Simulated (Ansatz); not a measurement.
Consider Cs2TcCl6 (started from the K2PtCl6 type) (Fm-3m).

The structure was built from a prototype and need not be the compound's stable phase.

```
Cs Tc Cl
1.0
     0.00000    4.87891    4.87891
     4.87891    0.00000    4.87891
     4.87891    4.87891    0.00000
Cs Tc Cl
2 1 6
Direct
  0.25000 0.25000 0.25000
  0.75000 0.75000 0.75000
  0.00000 0.00000 0.00000
  0.23797 0.23797 0.76203
  0.76203 0.76203 0.23797
  0.23797 0.76203 0.23797
  0.76203 0.23797 0.76203
  0.76203 0.23797 0.23797
  0.23797 0.76203 0.76203
```

The structure was relaxed with LDA. The structure type comes from a generator and need not be one that this composition takes. The structure was generated from a model, not taken from a measurement. The runs that relaxed it are not among those shown. The program's search for lower electronic states was switched off, so nothing shows that the state found is the lowest. Spin-orbit coupling is left out unless a run names it. PAW set soft_2, made with PBE.

A constrained-RPA run (Ansatz 0.2.0; non-magnetic LDA; Tc t2g + anion p, bands v20 to c1, 2×2×2 mesh, medium accuracy) builds 21 functions on bands 5.9 eV wide, with 39.0 electrons in the window. The bare on-site interaction is 14.6 eV and the bare J 0.58 eV.

What U and J survive the screening?

On the Tc t2g shell, U = 4.67 eV (32 % of the bare value), U′ = 3.79 eV, J = 0.43 eV.

The parent state is non-magnetic and the interaction static (zero frequency); U depends on the window and the orbitals, so it belongs to this model alone. A window that holds the anion p bands defines a model with explicit ligands; its U belongs to that model and is not the U of DFT+U. Coarse meshes can leave U off its limit, most where the target bands are metallic.

[Paths, hosts, dates, memory and timing lines, banners, echoed tables and standing remarks are left out of the program output.]

[Logs are printed without paths, hosts, clocks, repeated set-up lines and the standing remarks that a program may print on its own settings, such as how far it seeks lower states.]

[Runs of the session that timed out or met a known fault of the program may be left out.]

[Hosts, paths, dates, database ids (printed as entryN), source tags and the programs' standing remarks are cut or masked in the printed files.]
